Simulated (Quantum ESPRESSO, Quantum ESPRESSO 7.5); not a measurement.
# Ir(111), 5 layers against a metal electrode, stepped through the charge of the slab

Aim: how the results for Ir(111), 5 layers against a metal electrode change with the charge of the slab.

Method: plane-wave DFT, PBE, GBRV ultrasoft pseudopotentials, in Quantum ESPRESSO 7.5.

## 1. The structure

It takes space group Fm-3m (No. 225, cubic). Conventional cell: a = 3.840 Å, b = 3.840 Å, c = 3.840 Å, α = 90.00°, β = 90.00°, γ = 90.00°. Ir has 12 Ir at 2.72 Å nearest.

Set-up: The slab is relaxed neutral, then held. ESM with bc3: vacuum below and a metal electrode about 6 Å above the top atoms. Cold smearing of 0.02 Ry. Charges are set per cell from the starting area. The slabs take the lattice constants of the bulk relaxed by the same program.

Members 2, 3, 4.5, 6, 7 and 8 took the same steps and show in the table alone.

## 2. Relaxing cell and ions of the reference

The bulk crystal is relaxed in cell and atoms; the members are built on its lattice constants.

ref.vc.in

```
&control
  prefix = 'ref.vc'
  outdir = './out'
  pseudo_dir = './pseudo'
  nstep = 40
  forc_conv_thr = 0.0003
  calculation = 'vc-relax'
/
&system
  ibrav = 0
  nat = 1
  ntyp = 1
  ecutwfc = 50
  ecutrho = 250
  occupations = 'smearing'
  smearing = 'mv'
  degauss = 0.02
/
&electrons
  conv_thr = 1e-09
  mixing_beta = 0.4
  electron_maxstep = 120
/
&ions
/
&cell
  press_conv_thr = 0.3
/
ATOMIC_SPECIES
  Ir  192.2170  ir_pbe_v1.2.uspp.F.UPF
CELL_PARAMETERS angstrom
  0.00000000000000 1.92000000000000 1.92000000000000
  1.92000000000000 0.00000000000000 1.92000000000000
  1.92000000000000 1.92000000000000 0.00000000000000
ATOMIC_POSITIONS crystal
  Ir  0.000000000000 0.000000000000 0.000000000000
K_POINTS automatic
  18 18 18 0 0 0
```

The run is started by

```console
OMP_NUM_THREADS=1 mpirun -n 4 pw.x -nk 4 -in ref.vc.in > ref.vc.out
```

The log of the run:

```text
Program PWSCF v.7.5 starts
[citation notice left out]

     Parallel version (MPI & OpenMP), running on       4 processor cores
     Number of MPI processes:                 4
     Threads/MPI process:                     1

     MPI processes distributed on     1 nodes
[...]
Current dimensions of program PWSCF are:
     Max number of different atomic species (ntypx) = 10
     Max number of k-points (npk) =  40000
     Max angular momentum in pseudopotentials (lmaxx) =  4
     Message from routine setup:
     using ibrav=0 with symmetry is DISCOURAGED, use correct ibrav instead

     K-points division:     npool     =       4
     Subspace diagonalization in iterative solution of the eigenvalue problem:
     a serial algorithm will be used

     G-vector sticks info
     --------------------
     sticks:   dense  smooth     PW     G-vecs:    dense   smooth      PW
     Sum         451     361    121                 6375     4573     893

     Using Slab Decomposition

     bravais-lattice index     =            0
     lattice parameter (alat)  =       5.1312  a.u.
     unit-cell volume          =      95.5279 (a.u.)^3
     number of atoms/cell      =            1
     number of atomic types    =            1
     number of electrons       =        15.00
     number of Kohn-Sham states=           12
     kinetic-energy cutoff     =      50.0000  Ry
     charge density cutoff     =     250.0000  Ry
     scf convergence threshold =      1.0E-09
     mixing beta               =       0.4000
     number of iterations used =            8  plain     mixing
     energy convergence thresh.=      1.0E-04
     force convergence thresh. =      3.0E-04
     press convergence thresh. =      3.0E-01
     Exchange-correlation= SLA  PW   PBE  PBE
                           (   1   4   3   4   0   0   0)
     nstep                     =           40

     celldm(1)=   5.131155  celldm(2)=   0.000000  celldm(3)=   0.000000
     celldm(4)=   0.000000  celldm(5)=   0.000000  celldm(6)=   0.000000

     crystal axes: (cart. coord. in units of alat)
               a(1) = (   0.000000   0.707107   0.707107 )
               a(2) = (   0.707107   0.000000   0.707107 )
               a(3) = (   0.707107   0.707107   0.000000 )

     reciprocal axes: (cart. coord. in units 2 pi/alat)
               b(1) = ( -0.707107  0.707107  0.707107 )
               b(2) = (  0.707107 -0.707107  0.707107 )
               b(3) = (  0.707107  0.707107 -0.707107 )

     PseudoPot. # 1 for Ir read from file:
     ./pseudo/ir_pbe_v1.2.uspp.F.UPF
     Pseudo is Ultrasoft + core correction, Zval = 15.0
     Generated by new atomic code, or converted to UPF format
     Using radial grid of  983 points,  7 beta functions with:
                l(1) =   0
                l(2) =   0
                l(3) =   1
                l(4) =   1
                l(5) =   1
                l(6) =   2
                l(7) =   2
     Q(r) pseudized with  8 coefficients,  rinner =    1.400   1.400   1.400
                                                       1.400   1.400

     atomic species   valence    mass     pseudopotential
     Ir               15.00   192.21700     Ir( 1.00)

     48 Sym. Ops., with inversion, found

   Cartesian axes

     site n.     atom                  positions (alat units)
         1        Ir     tau(   1) = (   0.0000000   0.0000000   0.0000000  )

     number of k points=   195  Marzari-Vanderbilt smearing, width (Ry)=  0.0200

     Number of k-points >= 100: set verbosity='high' to print them.

     Dense  grid:     6375 G-vectors     FFT dimensions: (  25,  25,  25)

     Smooth grid:     4573 G-vectors     FFT dimensions: (  24,  24,  24)

     Estimated max dynamical RAM per process >      18.88 MB

     Estimated total dynamical RAM >      70.84 MB

     Initial potential from superposition of free atoms

     starting charge      14.5000, renormalised to      15.0000

     negative rho (up, down):  3.793E-01 0.000E+00
     Starting wfcs are   12 randomized atomic wfcs

     total cpu time spent up to now is        0.7 secs

     per-process dynamical memory:    17.5 Mb

     Self-consistent Calculation

     iteration #  1     ecut=    50.00 Ry     beta= 0.40
     Davidson diagonalization with overlap
     ethr =  1.00E-02,  avg # of iterations =  4.4

     negative rho (up, down):  3.403E-01 0.000E+00

     total cpu time spent up to now is        1.4 secs

     total energy              =    -181.72551935 Ry
     estimated scf accuracy    <       0.64919170 Ry

     iteration #  2     ecut=    50.00 Ry     beta= 0.40
[...]
negative rho (up, down):  3.228E-01 0.000E+00

[...]
total energy              =    -181.77125013 Ry
     estimated scf accuracy    <       0.04351921 Ry

     iteration #  3     ecut=    50.00 Ry     beta= 0.40
[...]
negative rho (up, down):  3.183E-01 0.000E+00

[...]
total energy              =    -181.78006420 Ry
     estimated scf accuracy    <       0.00126160 Ry

     iteration #  4     ecut=    50.00 Ry     beta= 0.40
[...]
negative rho (up, down):  3.176E-01 0.000E+00

[...]
total energy              =    -181.78018079 Ry
     estimated scf accuracy    <       0.00032141 Ry

     iteration #  5     ecut=    50.00 Ry     beta= 0.40
[...]
negative rho (up, down):  3.180E-01 0.000E+00

[...]
total energy              =    -181.78025608 Ry
     estimated scf accuracy    <       0.00000428 Ry

     iteration #  6     ecut=    50.00 Ry     beta= 0.40
[...]
negative rho (up, down):  3.180E-01 0.000E+00

[...]
total energy              =    -181.78025708 Ry
     estimated scf accuracy    <       0.00000003 Ry

     iteration #  7     ecut=    50.00 Ry     beta= 0.40
[...]
negative rho (up, down):  3.180E-01 0.000E+00

[...]
total energy              =    -181.78025713 Ry
     estimated scf accuracy    <          9.9E-09 Ry

     iteration #  8     ecut=    50.00 Ry     beta= 0.40
[...]
negative rho (up, down):  3.180E-01 0.000E+00

[...]
End of self-consistent calculation

     Number of k-points >= 100: set verbosity='high' to print the bands.

     the Fermi energy is    24.9158 ev

!    total energy              =    -181.78025716 Ry
     estimated scf accuracy    <          9.8E-10 Ry
[...]
estimated scf accuracy    <          7.9E-10 Ry
     smearing contrib. (-TS)   =      -0.00001215 Ry
     internal energy E=F+TS    =    -181.78041716 Ry

     The total energy is F=E-TS. E is the sum of the following terms:
     one-electron contribution =      -9.59428698 Ry
     hartree contribution      =      18.34910695 Ry
     xc contribution           =     -50.37722580 Ry
     ewald contribution        =    -140.15801133 Ry

     convergence has been achieved in   6 iterations

     negative rho (up, down):  3.164E-01 0.000E+00

     Forces acting on atoms (cartesian axes, Ry/au):

     atom    1 type  1   force =     0.00000000    0.00000000    0.00000000

     Total force =     0.000000     Total SCF correction =     0.000000

     Computing stress (Cartesian axis) and pressure

     negative rho (up, down):  3.164E-01 0.000E+00
          total   stress  (Ry/bohr**3)                   (kbar)     P=      -64.86
  -0.00044089  -0.00000000   0.00000000          -64.86       -0.00        0.00
  -0.00000000  -0.00044089  -0.00000000           -0.00      -64.86       -0.00
  -0.00000000  -0.00000000  -0.00044089           -0.00       -0.00      -64.86

     Energy error            =      1.7E-04 Ry
     Gradient error          =      0.0E+00 Ry/Bohr
     Cell gradient error     =      6.5E+01 kbar

     number of scf cycles    =   2
     number of bfgs steps    =   1

     enthalpy           old  =    -181.7802571624 Ry
     enthalpy           new  =    -181.7804293029 Ry

     CASE: enthalpy          _new < enthalpy          _old

     new trust radius        =       0.0124456230 bohr
     new conv_thr            =            1.0E-11 Ry

     new unit-cell volume =     97.82878 a.u.^3 (    14.49673 Ang^3 )
     density =     22.01764 g/cm^3

CELL_PARAMETERS (angstrom)
  -0.000000000   1.935292798   1.935292798
   1.935292798  -0.000000000   1.935292798
   1.935292798   1.935292798  -0.000000000

ATOMIC_POSITIONS (crystal)
Ir               0.0000000000        0.0000000000        0.0000000000

[...]
NEW-OLD atomic charge density approx. for the potential
     New effective cutoffs (rho, wfc):  244.99   49.21

     negative rho (up, down):  3.171E-01 0.000E+00

     total cpu time spent up to now is        9.2 secs

     per-process dynamical memory:    25.5 Mb

     Self-consistent Calculation

     iteration #  1     ecut=    50.00 Ry     beta= 0.40
     Davidson diagonalization with overlap
     ethr =  1.00E-06,  avg # of iterations =  4.3

     negative rho (up, down):  3.172E-01 0.000E+00

     total cpu time spent up to now is       10.0 secs

     total energy              =    -181.78086012 Ry
     estimated scf accuracy    <       0.00005946 Ry

[...]
iteration #  8     ecut=    50.00 Ry     beta= 0.40
[...]
negative rho (up, down):  3.172E-01 0.000E+00

[...]
End of self-consistent calculation

     Number of k-points >= 100: set verbosity='high' to print the bands.

     the Fermi energy is    24.1688 ev

!    total energy              =    -181.78086872 Ry
     estimated scf accuracy    <          1.6E-13 Ry
     smearing contrib. (-TS)   =      -0.00007470 Ry
     internal energy E=F+TS    =    -181.78079403 Ry

     The total energy is F=E-TS. E is the sum of the following terms:
     one-electron contribution =      -8.35488883 Ry
     hartree contribution      =      18.01453038 Ry
     xc contribution           =     -50.40337422 Ry
     ewald contribution        =    -141.03706136 Ry

     convergence has been achieved in   8 iterations

     negative rho (up, down):  3.172E-01 0.000E+00

     Forces acting on atoms (cartesian axes, Ry/au):

     atom    1 type  1   force =     0.00000000    0.00000000    0.00000000

     Total force =     0.000000     Total SCF correction =     0.000000

     Computing stress (Cartesian axis) and pressure

     negative rho (up, down):  3.172E-01 0.000E+00
          total   stress  (Ry/bohr**3)                   (kbar)     P=       -3.47
  -0.00002357  -0.00000000   0.00000000           -3.47       -0.00        0.00
  -0.00000000  -0.00002357   0.00000000           -0.00       -3.47        0.00
   0.00000000   0.00000000  -0.00002357            0.00        0.00       -3.47

     Energy error            =      4.4E-04 Ry
     Gradient error          =      0.0E+00 Ry/Bohr
     Cell gradient error     =      3.5E+00 kbar

     number of scf cycles    =   3
     number of bfgs steps    =   2

     enthalpy           old  =    -181.7804293029 Ry
     enthalpy           new  =    -181.7808687232 Ry

     CASE: enthalpy          _new < enthalpy          _old

     new trust radius        =       0.0006916103 bohr
     new conv_thr            =            1.0E-11 Ry

     new unit-cell volume =     97.72621 a.u.^3 (    14.48153 Ang^3 )
     density =     22.04075 g/cm^3

CELL_PARAMETERS (angstrom)
  -0.000000000   1.934616178   1.934616178
   1.934616178  -0.000000000   1.934616178
   1.934616178   1.934616178  -0.000000000

ATOMIC_POSITIONS (crystal)
Ir               0.0000000000        0.0000000000        0.0000000000

[...]
NEW-OLD atomic charge density approx. for the potential
     New effective cutoffs (rho, wfc):  245.16   49.25

     negative rho (up, down):  3.172E-01 0.000E+00

     total cpu time spent up to now is       13.5 secs

     per-process dynamical memory:    25.5 Mb

[...]
!    total energy              =    -181.78086988 Ry
[...]
Total force =     0.000000     Total SCF correction =     0.000000
[...]
Self-consistent Calculation

     iteration #  1     ecut=    50.00 Ry     beta= 0.40
     Davidson diagonalization with overlap
     ethr =  1.00E-06,  avg # of iterations = 15.8

     negative rho (up, down):  3.394E-01 0.000E+00

     total cpu time spent up to now is       18.6 secs

     total energy              =    -181.71905676 Ry
     estimated scf accuracy    <       0.68106136 Ry

[...]
iteration # 10     ecut=    50.00 Ry     beta= 0.40
[...]
negative rho (up, down):  3.172E-01 0.000E+00

[...]
End of self-consistent calculation

     Number of k-points >= 100: set verbosity='high' to print the bands.

     the Fermi energy is    24.2012 ev

!    total energy              =    -181.78093119 Ry
     estimated scf accuracy    <          4.9E-13 Ry
     smearing contrib. (-TS)   =      -0.00007819 Ry
     internal energy E=F+TS    =    -181.78085300 Ry

     The total energy is F=E-TS. E is the sum of the following terms:
     one-electron contribution =      -8.28539276 Ry
     hartree contribution      =      17.99582068 Ry
     xc contribution           =     -50.40489273 Ry
     ewald contribution        =    -141.08638819 Ry

     convergence has been achieved in  10 iterations

     negative rho (up, down):  3.172E-01 0.000E+00

     Forces acting on atoms (cartesian axes, Ry/au):

     atom    1 type  1   force =     0.00000000    0.00000000    0.00000000

     Total force =     0.000000     Total SCF correction =     0.000000

     Computing stress (Cartesian axis) and pressure

     negative rho (up, down):  3.172E-01 0.000E+00
          total   stress  (Ry/bohr**3)                   (kbar)     P=       -0.70
  -0.00000475  -0.00000000  -0.00000000           -0.70       -0.00       -0.00
  -0.00000000  -0.00000475  -0.00000000           -0.00       -0.70       -0.00
  -0.00000000  -0.00000000  -0.00000475           -0.00       -0.00       -0.70

[...]
=------------------------------------------------------------------------------=
   JOB DONE.
=------------------------------------------------------------------------------=
```

Elapsed: 24 s, on 4 MPI ranks of Arm Neoverse V1, shared host; peak memory 0.23 GiB.

Step by step:

| step | energy less that of the first step (eV) | largest force (eV/Å) | volume (Å³) |
| --- | --- | --- | --- |
| 1 | 0.0000 | 0.0000 | 14.16 |
| 2 | -0.0023 | 0.0000 | 14.77 |
| 3 | -0.0083 | 0.0000 | 14.50 |
| 4 | -0.0083 | 0.0000 | 14.48 |
| 5 | -0.0092 | 0.0000 | 14.48 |

| conventional cell, symmetrised | before | after | change |
| --- | --- | --- | --- |
| a (Å) | 3.840 | 3.869 | +0.8 % |
| b (Å) | 3.840 | 3.869 | +0.8 % |
| c (Å) | 3.840 | 3.869 | +0.8 % |
| volume (Å³/atom) | 14.16 | 14.48 | +2.3 % |

The relaxed structure:

```
CELL_PARAMETERS angstrom
0.00000 1.93462 1.93462
1.93462 0.00000 1.93462
1.93462 1.93462 0.00000
ATOMIC_POSITIONS crystal
Ir 0.00000 0.00000 0.00000
```

 The last row is no step: it is a fresh SCF in the final cell with a new plane-wave basis, -1 meV from the row before.

This step gave:

| Quantity | Value |
| --- | --- |
| free energy | -2473.2556 eV |
| Fermi energy | 24.20 eV |

[end of part 1 of 4]

[Logs are printed without paths, hosts, clocks, repeated set-up lines and the standing remarks that a program may print on its own settings, such as how far it seeks lower states.]

[Hosts, paths, dates, database ids (printed as entryN), source tags and the programs' standing remarks are cut or masked in the printed files.]

[Maps of the electrostatic potential energy from Ansatz leave out the sawtooth potential of an applied field or a dipole correction, so their vacuum need not be flat; planar profiles and work functions include it.]
